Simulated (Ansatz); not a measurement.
Rows from a G0W0 calculation on SiO2 (P4_32_12) (Ansatz 0.2.0; G0W0 on LDA, plane waves, PAW; PAW set soft_1; 2×2×2 mesh, 656 empty bands, screening to 150 eV, PAW set soft_1 files), in eV. Spin-orbit coupling is left out.

```
row  k  band   start       Σx  Σc at the solution      Vxc
  A  Γ    c2  10.380   -6.286              -4.126  -12.221
  B  Γ    v2   1.396  -26.775               4.181  -20.906
  C  Γ    v4   1.023  -26.490               4.178  -20.583
  D  Γ    c4  11.002   -5.985              -4.160  -12.006
  E  Γ    c1   7.346   -7.813              -3.561  -12.898
  F  Γ    v1   1.867  -26.769               4.137  -20.983
```

**Question.** Work out each quasiparticle level and how far it moved.

The quasiparticle equation reads E = start + Σx + Σc(E) − Vxc.

```
row  E (eV)  shift (eV)
  A  12.190      +1.810
  B  -0.292      −1.688
  C  -0.706      −1.728
  D  12.863      +1.861
  E   8.869      +1.524
  F   0.218      −1.649
```

The gap over the computed points goes from 5.48 eV to 8.65 eV.

Limits: not at the basis limit; coarse k mesh.

[Paths, hosts, dates, memory and timing lines, banners, echoed tables and standing remarks are left out of the program output.]

[Logs are printed without paths, hosts, clocks, repeated set-up lines and the standing remarks that a program may print on its own settings, such as how far it seeks lower states.]

[Runs of the session that timed out or met a known fault of the program may be left out.]

[Cells called generated may have been cut or substituted from an entry of the Crystallography Open Database or the Materials Project.]

[Hosts, paths, dates, database ids (printed as entryN), source tags and the programs' standing remarks are cut or masked in the printed files.]
